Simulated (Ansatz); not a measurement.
## Zr2NO2 monolayer: following an unstable mode

Which phase does Zr2NO2 monolayer fall into along its unstable mode, and how much energy does it gain?

Calculated with Ansatz 0.2.0; DFT PBEsol, scalar-relativistic, plane waves, PAW; PAW set soft_1.

## (1) The structure

The cell holds 5 atoms: 1 N, 2 Zr and 2 O. Its edges and angles: a = 3.229 Å, b = 3.229 Å, c = 32.600 Å, α = 90.0°, β = 90.0°, γ = 120.0°. Vacuum lies along c.

## (2) Response at finite wavevector

The cell comes from relaxations at this level that are not shown. Stability and thermal properties need the whole zone. Linear response on a 6×6×1 q mesh gives force constants as far as a supercell of that size would.

Contents of input.yaml:

```yaml
crystal:
  lattice:
    - [3.229210124, 0.0, 0.0]
    - [-1.614605062, 2.7965780016, 0.0]
    - [0.0, 0.0, 32.6]
  atoms:
    - { symbol: "N", position: [0.0, 0.0, 0.3067484663] }
    - { symbol: Zr, position: [0.3333333333, 0.6666666667, 0.3479127942] }
    - { symbol: Zr, position: [0.6666666667, 0.3333333333, 0.2655841384] }
    - { symbol: O, position: [0.6666666667, 0.3333333333, 0.3776604767] }
    - { symbol: O, position: [0.3333333333, 0.6666666667, 0.2358364559] }
  periodic: [true, true, false]
kpoints:
  mp_grid: { grid: [12, 12, 1] }
hamiltonian:
  xc: pbesol
  pseudopotentials: { kind: paw, azcp: { folder: soft_1 }, xc_functional: pbe }
scf:
  occupations: { method: methfessel_paxton, width: 0.2 }
output:
  eigenvalues: true
phonons:
  method: dfpt
  qmesh: [6, 6, 1]
  temperatures: { t_max: 1000, t_step: 50 }
  qpath:
    path:
      - [0.0, 0.0, 0.0]
      - [0.5, 0.0, 0.0]
      - [0.33333333, 0.33333333, 0.0]
      - [0.0, 0.0, 0.0]
    npoints: 10
```

Started as:

```
> ansatz run input.yaml --threads 4 --pin off --max-ram 16384MiB --backend cpu --events-out ev --progress --plain --runs-dir out
```

Numbers of over 12 decimals in the logs are rounded to 6 here.

The program printed:

```text
Warning: crystal.symmetry: narrowed to the stabiliser of the run's FFT grids — unitary ops 12 → 6. A phonons.method: dfpt run fills in the rows of the dynamical matrix that it does not solve by its symmetry operations, which is exact only for operations that map its FFT grids onto themselves: filled in by any other, the frequencies could depend on the order in which like atoms are typed, or, by more than the grids' own error, on where the crystal sits among the grids' points. Excluded: 6 operations. The run can therefore solve more perturbations, solve them on more k-points, or both, and cost more. [rest of the remark cut]
Engine: ansatz 0.2.0, aarch64-unknown-linux-gnu
Pseudopotentials: kind: paw
Pseudopotential: N, paw, valence charge 5, recommended cutoff 420 eV (normal), soft_1/N.paw.azcp
Pseudopotential: Zr, paw, valence charge 12, recommended cutoff 420 eV (normal), soft_1/Zr.paw.azcp
Pseudopotential: O, paw, valence charge 6, recommended cutoff 420 eV (normal), soft_1/O.paw.azcp
Functional definition: PBEsol
  exchange = pbesol_x
  correlation = pbesol_c
Crystal: 5 atoms, lattice volume = 294.402 Å³
Basis set: ecut = 420 eV, 5845 PW (Γ), exchange–correlation on 48×48×450 points (8 copies of the dense FFT grid, shifted against one another)
Bands: 26, of which v1, the nominal top of the filled ones, is band 21 counted from 1 (20 counted from 0)
Symmetry: 12 space group operations
k-points: 19 of 144 (irreducible under 6 space group operations, time reversal used)
Non-local potential: N, projectors of the file, l = 0: 2, l = 1: 2, l = 2: 1
Non-local potential: Zr, projectors of the file, l = 0: 3, l = 1: 2, l = 2: 2, l = 3: 1
Non-local potential: O, projectors of the file, l = 0: 2, l = 1: 2, l = 2: 1
PAW form: soft (Blöchl's): semilocal exchange-correlation on the pseudo side does not see the compensation charge
PAW frozen core: N, regenerated for the run's functional, and the local potential with it (the file was generated under x = pbe(κ = 0.804, μ = 0.219515), c = pbe(β = 0.066725))
PAW frozen core: Zr, regenerated for the run's functional, and the local potential with it (the file was generated under x = pbe(κ = 0.804, μ = 0.219515), c = pbe(β = 0.066725))
PAW frozen core: O, regenerated for the run's functional, and the local potential with it (the file was generated under x = pbe(κ = 0.804, μ = 0.219515), c = pbe(β = 0.066725))
PAW one-centre angular grid: N, 110 points (default); XC on 64 Gauss nodes
PAW one-centre angular grid: Zr, 590 points (default); XC on 64 Gauss nodes
PAW one-centre angular grid: O, 110 points (default); XC on 64 Gauss nodes
Initial density: superposition of atomic densities (neutral atoms: chi_scale 0, normalization atom)
Initial wavefunctions: pseudopotential atomic-orbital guess
Functional: x = pbesol(κ = 0.804, μ = 0.123457), c = pbesol(β = 0.046)
SCF iter   1: F=—  HF=-9770.941800 eV  |F-HF|=—  |Δ(HF+E_count)|=         —  Δρ=7.59e-2  dr2=2.01e1  ethr=3.10e-3  ⟨swp⟩=10.8  Hψ=3664  notcnv=0
preconditioner: auto → LDOS  [insulator: Δε(μ)=0.191 eV  Ē_g=12.206 eV  σ=0.200 eV  W_gap=0.69  n_scr=20 (ndim 8)  ℏωp=10.8 eV  f_vac=0.748  D(μ)=1.28/eV (n_scr^D=8)  ε∞_Penn≈1.8  β→1.0]
SCF iter   2: F=—  HF=-9770.298569 eV  |F-HF|=—  |Δ(HF+E_count)|=   6.43e-1  S|Δr|=    0.00e0  Δρ=8.79e-2  dr2=2.12e1  ethr=3.10e-3  ⟨swp⟩=6.3  Hψ=1835  notcnv=0  defer=14
SCF iter   3: F=—  HF=-9765.577806 eV  |F-HF|=—  |Δ(HF+E_count)|=    4.72e0  S|Δr|=    0.00e0  Δρ=7.83e-3  dr2=1.44e-1  ethr=3.10e-3  ⟨swp⟩=5.7  Hψ=1795  notcnv=0  defer=15
SCF iter   4: F=—  HF=-9765.558244 eV  |F-HF|=—  |Δ(HF+E_count)|=   1.96e-2  S|Δr|=    0.00e0  Δρ=2.11e-3  dr2=8.64e-3  ethr=3.51e-4  ⟨swp⟩=3.8  Hψ=1285  notcnv=0  defer=14
SCF iter   5: F=—  HF=-9765.557650 eV  |F-HF|=—  |Δ(HF+E_count)|=   5.94e-4  S|Δr|=    0.00e0  Δρ=5.20e-4  dr2=6.17e-4  ethr=2.11e-5  ⟨swp⟩=3.3  Hψ=1140  notcnv=0  defer=14
SCF iter   6: F=—  HF=-9765.557792 eV  |F-HF|=—  |Δ(HF+E_count)|=   1.42e-4  S|Δr|=    0.00e0  Δρ=1.49e-4  dr2=8.00e-5  ethr=1.50e-6  ⟨swp⟩=3.7  Hψ=1216  notcnv=0  defer=14
SCF iter   7: F=—  HF=-9765.557786 eV  |F-HF|=—  |Δ(HF+E_count)|=   5.74e-6  S|Δr|=    0.00e0  Δρ=3.64e-5  dr2=3.86e-6  ethr=1.95e-7  ⟨swp⟩=3.2  Hψ=1031  notcnv=0  defer=14
SCF iter   8: F=—  HF=-9765.557626 eV  |F-HF|=—  |Δ(HF+E_count)|=   1.60e-4  S|Δr|=    0.00e0  Δρ=6.39e-6  dr2=1.18e-7  ethr=9.41e-9  ⟨swp⟩=3.2  Hψ=1070  notcnv=0  defer=14
SCF iter   9: F=—  HF=-9765.557627 eV  |F-HF|=—  |Δ(HF+E_count)|=   2.38e-7  S|Δr|=    0.00e0  Δρ=2.52e-6  dr2=1.90e-8  ethr=2.87e-10  ⟨swp⟩=3.7  Hψ=1189  notcnv=0  defer=14
SCF iter  10: F=—  HF=-9765.557627 eV  |F-HF|=—  |Δ(HF+E_count)|=   4.52e-8  S|Δr|=    0.00e0  Δρ=3.26e-7  dr2=1.97e-10  ethr=4.65e-11  ⟨swp⟩=3.4  Hψ=1078  notcnv=0  defer=14
SCF iter  11: F=—  HF=-9765.557627 eV  |F-HF|=—  |Δ(HF+E_count)|=   4.95e-9  S|Δr|=    0.00e0  Δρ=8.96e-8  dr2=1.60e-11  ethr=1.00e-12  ⟨swp⟩=3.5  Hψ=1101  notcnv=0  defer=14
SCF iter  12: F=-9765.557627 eV  HF=-9765.557627 eV  |F-HF|=1.04e-10  |Δ(HF+E_count)|=  1.53e-10  S|Δr|=    0.00e0  Δρ=1.99e-8  dr2=1.14e-12  ethr=1.00e-12  ⟨swp⟩=22.3  Hψ=4926  notcnv=0
SCF 1 converged in 12 iterations: F = -9765.557627 eV  dr2 = 1.14e-12
  greatest PAW one-centre occupation: 0.996 electrons in one spin orbital (limit 2), on the Zr atom at site 2 (counted from 0), in its partial waves of l = 0
phonons: the bands overlap, so this run is a metal and interpolates without the dipole-dipole term. If the crystal is really an insulator or semiconductor, its LO-TO splitting is missing
NSCF: frozen V_eff on 19 k-points
WARN: eigensolver did not converge (k=0): 1 band(s) unlocked after 2 eigensolves, warm-restarted (20 sweeps on the last) at ethr=1.14e-12 eV (storage-precision floor; scheduled 1.00e-12 eV) (lowest unlocked band 25, counted from 0; max residual 6.98e-5 eV among the unlocked bands, 6.98e-5 eV over every band; other slots of this pass that fall short are told together in one closing line; warning suppressed until the next SCF loop or pass starts)
NSCF: frozen V_eff on 43 k-points
DFPT response loops at q = (0, 0, 0) (fractional): preconditioner auto → none (partly filled bands, converged f_vac=0.769); β = 0.50; Broyden in place of MSR1
NSCF: frozen V_eff on 156 k-points
DFPT response loops at q = (0, 0.166667, 0) (fractional): mixed as the last ones told, above
NSCF: frozen V_eff on 156 k-points
DFPT response loops at q = (0, 0.333333, 0) (fractional): mixed as the last ones told, above
NSCF: frozen V_eff on 86 k-points
DFPT response loops at q = (0, -0.5, 0) (fractional): mixed as the last ones told, above
NSCF: frozen V_eff on 288 k-points
DFPT response loops at q = (0.166667, 0.166667, 0) (fractional): mixed as the last ones told, above
NSCF: frozen V_eff on 288 k-points
DFPT response loops at q = (0.166667, 0.333333, 0) (fractional): mixed as the last ones told, above
NSCF: frozen V_eff on 156 k-points
DFPT response loops at q = (0.333333, 0.333333, 0) (fractional): mixed as the last ones told, above
SCF converged after 12 iterations
Stability not checked: this state was not tested for a lower state beside it, because cold or Methfessel-Paxton smearing, or corrected tetrahedra, fill the levels in a way that the test cannot read (fill_not_monotonic; see scf.lower_state_search)
Free energy (F): -9765.557627 eV
Harris-Foulkes:  -9765.557627 eV  (|F-HF|=1.04e-10)
Internal energy: -9765.551063 eV  (E = F + TS)
E sigma→0 (E₀):  -9765.555986 eV
Entropy (-TS):   -0.006564 eV (-1.313 meV/atom)
Fermi energy:    -4.790991 eV
--- Per-component energies (eV) ---
  E_band       = -929.346086
  E_kinetic    = 1101.092916
  E_local      = -106458.081215  (includes V_loc(G=0)·N_el)
  E_nonlocal   = 289.162122
  E_hartree    = 52529.823955
  E_xc         = -510.786790
  E_vxc        = -625.294003  (∫ρ·V_xc dr)
  E_paw        = -6255.337615  (= ΣΔE_a)
  E_vpaw       = -295.876299  (= ΣTr[D̂ρ^β])
  E_aug_tail   = 0.002353  (compensation charges beyond the density's cutoff)
  E_ewald      = 49538.143094
  E_core_change = 0.430117  (= ΣΔE_core)
  E_smearing   = -0.006564  (= −TS)
  E_closure    = -0.000000  (closes the sum)
  Σ components = -9765.557627   (vs F -9765.557627, Δ=0.00e0)
--- Band table (eV; the first three rows and the last of 19) ---
  k-point 0: bands = [... 17 lower, -8.3298, -7.8541, -7.8541, -4.3275, -4.3275, -3.9808, -2.6481, -2.6481, ... 1 higher]
  k-point 1: bands = [... 17 lower, -8.2815, -8.1500, -8.0125, -4.4010, -4.0984, -3.9706, -2.6083, -2.4924, ... 1 higher]
  k-point 2: bands = [... 17 lower, -9.0676, -8.3321, -8.0154, -4.7849, -3.6407, -3.5974, -2.4006, -2.2740, ... 1 higher]
  k-point 18: bands = [... 17 lower, -9.4175, -8.9175, -8.9175, -3.8884, -3.2644, -3.2644, -2.1727, -1.6227, ... 1 higher]
--- Phonons (Γ-DFPT): 10 representative perturbations + reference (Σ response iterations 53) ---
  ASR residual: 5.097e-5 → 0.000e0 eV/Å²; symmetrization residual: 7.260e-6 eV/Å²
  The last average, over the group as it would stand without the narrowing to the FFT grids, took up to 1.658e-6 eV/Å² of the zone centre's force constants
  ASR residual per site (eV/Å²): 5.10e-5 6.23e-6 8.79e-6 4.53e-6 7.39e-6
  Γ frequencies (cm⁻¹): 0.00 0.00 0.00 93.17 93.17 229.46 298.72 298.72 371.44 371.44 477.54 477.54 524.61 535.48 591.08
--- Phonons (arbitrary-q DFPT): 7 irreducible q on the 6×6×1 mesh ---
  q = [0.0000, 0.0000, 0.0000] (star 1, of the zone-centre solve; hermiticity 5.27e-7, symmetrization 7.74e-14, taken by the last average 6.01e-8): -0.00 -0.00 0.00 93.17 93.17 229.46 298.72 298.72 371.44 371.44 477.54 477.54 524.61 535.48 591.08
  q = [0.0000, 0.1667, 0.0000] (star 6, 15 solved perturbations on 78 of 144 k-point pairs; hermiticity 6.23e-7, symmetrization 9.10e-11, taken by the last average 1.15e-7): 54.91 80.82 109.83 119.98 141.83 202.24 313.33 326.31 347.96 374.89 445.57 461.04 499.26 503.79 563.44
  q = [0.0000, 0.3333, 0.0000] (star 6, 15 solved perturbations on 78 of 144 k-point pairs; hermiticity 7.25e-7, symmetrization 8.35e-11, taken by the last average 1.07e-7): -194.36 117.33 122.11 158.69 191.66 216.03 346.34 348.99 362.76 399.39 413.82 448.01 475.43 481.87 550.94
  q = [0.0000, -0.5000, 0.0000] (star 3, 15 solved perturbations on 43 of 144 k-point pairs; hermiticity 4.44e-7, symmetrization 6.07e-11, taken by the last average 9.53e-8): 108.16 155.38 158.23 180.11 237.82 244.58 318.88 364.64 384.72 414.60 457.14 458.15 470.29 485.89 559.85
  q = [0.1667, 0.1667, 0.0000] (star 6, 10 solved perturbations in 1110 linear systems a pass and spin channel, the states on 144 of 144 k-point pairs; hermiticity 4.40e-7, symmetrization 1.34e-10, taken by the last average 1.34e-7): -179.58 105.35 135.83 136.67 191.66 200.08 331.15 346.35 378.82 381.04 421.90 424.06 483.79 487.53 559.32
  q = [0.1667, 0.3333, 0.0000] (star 12, 15 solved perturbations on 144 of 144 k-point pairs: no pair is spared here; hermiticity 2.70e-7, symmetrization 0.00e0, taken by the last average 7.26e-8): -92.97 117.65 172.36 177.41 210.98 237.18 354.54 386.82 399.47 418.68 430.73 454.87 469.72 482.05 552.95
  q = [0.3333, 0.3333, 0.0000] (star 2, 10 solved perturbations in 545 linear systems a pass and spin channel, the states on 78 of 144 k-point pairs; hermiticity 2.21e-7, symmetrization 7.75e-8, taken by the last average 9.15e-8): 123.19 137.11 137.11 206.02 232.77 232.77 393.43 393.43 425.63 425.66 452.76 452.76 481.58 481.58 543.76
  sum rule: each row above includes the acoustic sum rule's correction from the zone centre's row sums; it moved no ω² by more than (0.99 cm⁻¹)²
  mesh force constants: q→R imaginary residual 1.49e-18; ASR residual 5.097e-5 → 0.000e0 eV/Å²; symmetrization residual 1.066e-14 eV/Å²
  interpolated dispersion: 31 rows × 15 modes
  density of states and harmonic sums: on the 24×24×1 q-mesh, interpolated from the force constants of a 6×6×1 supercell (no non-analytic term)
  largest difference from the sums on the solved wave vectors: F 3.98e-2 eV, S 4.74e-5 and C_V 1.21e-5 eV/K
  zero-point energy: 0.293214 eV/cell   skipped modes (ω ≤ 0): 39, of them read as no rigid motion or as one in doubt: 36 (6.562e-1 modes/cell left out, lowest -199.19 cm⁻¹)   left out of the sums: 4.41e-2 of the cell's modes: C_V's classical limit lies that fraction below 3 k_B per atom; for a crystal, a wire or a layer, F and S can be off by more, and a phonons.interpolated_qmesh denser along its periods is the remedy for the sampling
```

Wall time 24 min (4 threads of Arm Neoverse V2, shared host); peak memory 2.6 GiB; 1.6 h of CPU time.

Numbers from this step:

| Quantity | Value |
| --- | --- |
| gap on the k-mesh | 0 eV |
| sum-rule residual before enforcement | 5.10e-5 eV/Å² |
| lowest frequency on the path | -199.1 cm⁻¹ |
| point group | -3m |
| highest frequency on the path or at a solved wavevector | 591.1 cm⁻¹ |
| area per atom | 1.806 Å² |
| highest optical mode at the zone centre (no LO-TO term) | 591.1 cm⁻¹ |
| lowest optical zone-centre mode | 93.17 cm⁻¹ |
| lowest mode on the q mesh (acoustic modes at Γ apart) | -194.4 cm⁻¹ |

Frequencies (cm⁻¹) solved at each irreducible wavevector; negative means imaginary. Frequencies by wavevector, by row:

```
q in reciprocal lattice units  star  mode 1  mode 2  mode 3  mode 4  mode 13  mode 14  mode 15
                        0 0 0     1       0       0       0    93.2    524.6    535.5    591.1
                   0 0.1667 0     6    54.9    80.8   109.8     120    499.3    503.8    563.4
                   0 0.3333 0     6  -194.4   117.3   122.1   158.7    475.4    481.9    550.9
                     0 -0.5 0     3   108.2   155.4   158.2   180.1    470.3    485.9    559.9
              0.1667 0.1667 0     6  -179.6   105.3   135.8   136.7    483.8    487.5    559.3
              0.1667 0.3333 0    12     -93   117.7   172.4   177.4    469.7    482.1      553
              0.3333 0.3333 0     2   123.2   137.1   137.1     206    481.6    481.6    543.8
```

Interpolated from a 6×6×1 q mesh. The phonon branches at the labelled points (cm⁻¹):

```
  point  branch 1  branch 2  branch 3  branch 4  branch 12  branch 13  branch 14  branch 15
      Γ         0         0         0        93        478        525        536        591
halfway      -146        95        98       137        451        486        490        555
      M       108       155       158       180        458        470        486        560
halfway       -61       156       159       182        453        470        494        553
      K       123       137       137       206        453        482        482        544
halfway      -180       105       136       137        424        484        488        559
      Γ         0         0         0        93        478        525        536        591
```

Symmetry leaves 7 wavevectors to solve. The lowest mode among them, the acoustic zeros apart, lies at q = (0, 0.333, 0) and is imaginary, 194.4i cm⁻¹, so the energy falls along it. Between them the interpolated path dips to 199i cm⁻¹.

## (3) The mode frozen in, largest atomic shift 0 Å

The mode followed lies at q = (0, 0.333, 0) with frequency 194.4i cm⁻¹, the softest among the wavevectors solved. At small amplitude the distorted cell has space group no. 12 by a symmetry search on the positions. The undistorted cell that holds it gives the zero of energy on the same k mesh.

System of this step: Zr2NO2 monolayer. The cell holds 15 atoms: 3 N, 6 Zr and 6 O. Its edges and angles: a = 3.229 Å, b = 8.544 Å, c = 32.600 Å, α = 90.0°, β = 90.0°, γ = 79.1°. It derives from Zr2NO2. Vacuum lies along c.

Contents of input.yaml:

```yaml
crystal:
  lattice:
    - [3.229210124, 0.0, 0.0]
    - [1.614605062, 8.3897340047, 0.0]
    - [0.0, 0.0, 32.6]
  atoms:
    - { symbol: "N", position: [1.0, 0.0, 0.3067484663] }
    - { symbol: "N", position: [0.3333333333, 0.3333333333, 0.3067484663] }
    - { symbol: "N", position: [0.6666666667, 0.6666666667, 0.3067484663] }
    - { symbol: Zr, position: [0.8888888889, 0.2222222222, 0.3479127942] }
    - { symbol: Zr, position: [0.2222222222, 0.5555555556, 0.3479127942] }
    - { symbol: Zr, position: [0.5555555556, 0.8888888889, 0.3479127942] }
    - { symbol: Zr, position: [0.4444444444, 0.1111111111, 0.2655841384] }
    - { symbol: Zr, position: [0.7777777778, 0.4444444444, 0.2655841384] }
    - { symbol: Zr, position: [0.1111111111, 0.7777777778, 0.2655841384] }
    - { symbol: O, position: [0.4444444444, 0.1111111111, 0.3776604767] }
    - { symbol: O, position: [0.7777777778, 0.4444444444, 0.3776604767] }
    - { symbol: O, position: [0.1111111111, 0.7777777778, 0.3776604767] }
    - { symbol: O, position: [0.8888888889, 0.2222222222, 0.2358364559] }
    - { symbol: O, position: [0.2222222222, 0.5555555556, 0.2358364559] }
    - { symbol: O, position: [0.5555555556, 0.8888888889, 0.2358364559] }
  periodic: [true, true, false]
kpoints:
  mp_grid: { grid: [12, 12, 1] }
hamiltonian:
  xc: pbesol
  pseudopotentials: { kind: paw, azcp: { folder: soft_1 }, xc_functional: pbe }
scf:
  occupations: { method: methfessel_paxton, width: 0.2 }
output:
  forces: true
  stress: true
  eigenvalues: true
```

The program printed:

```text
[...]
Crystal: 15 atoms, lattice volume = 883.206 Å³
Basis set: ecut = 420 eV, 17329 PW (Γ), exchange–correlation on 48×120×450 points (8 copies of the dense FFT grid, shifted against one another)
Bands: 77, of which v1, the nominal top of the filled ones, is band 62 counted from 1 (61 counted from 0)
Symmetry: 12 space group operations
[...]
k-points: 43 of 144
[...]
k-point 0: bands = [... 58 lower, -7.8583, -7.8571, -5.2718, -5.2718, -4.3341, -4.3330, -3.9863, -2.9389, ... 11 higher]
  k-point 1: bands = [... 58 lower, -7.9056, -7.8777, -5.3173, -5.2191, -4.3291, -4.3054, -4.0004, -3.0206, ... 11 higher]
  k-point 2: bands = [... 58 lower, -8.0406, -7.9330, -5.3548, -5.1587, -4.3388, -4.2260, -4.0142, -3.1260, ... 11 higher]
  k-point 42: bands = [... 58 lower, -8.4252, -8.4252, -5.2016, -5.2016, -4.3394, -3.5779, -2.8711, -2.8711, ... 11 higher]
[key lines of the parts left out:]
SCF converged after 10 iterations
Free energy (F): -29296.676025 eV
Fermi energy:    -4.808745 eV
P = ½ c Tr σ = -0.0332 N/m
```

Wall time 56 s (4 threads); peak memory 3.1 GiB.

This run has no spin polarisation although its electron count is odd.

Numbers from this step:

| Property | Result |
| --- | --- |
| energy from the undistorted cell | 0 meV/atom |

(Part 1 of 2 ends here.)

[Logs are printed without paths, hosts, clocks, repeated set-up lines and the standing remarks that a program may print on its own settings, such as how far it seeks lower states.]

[Hosts, paths, dates, database ids (printed as entryN), source tags and the programs' standing remarks are cut or masked in the printed files.]
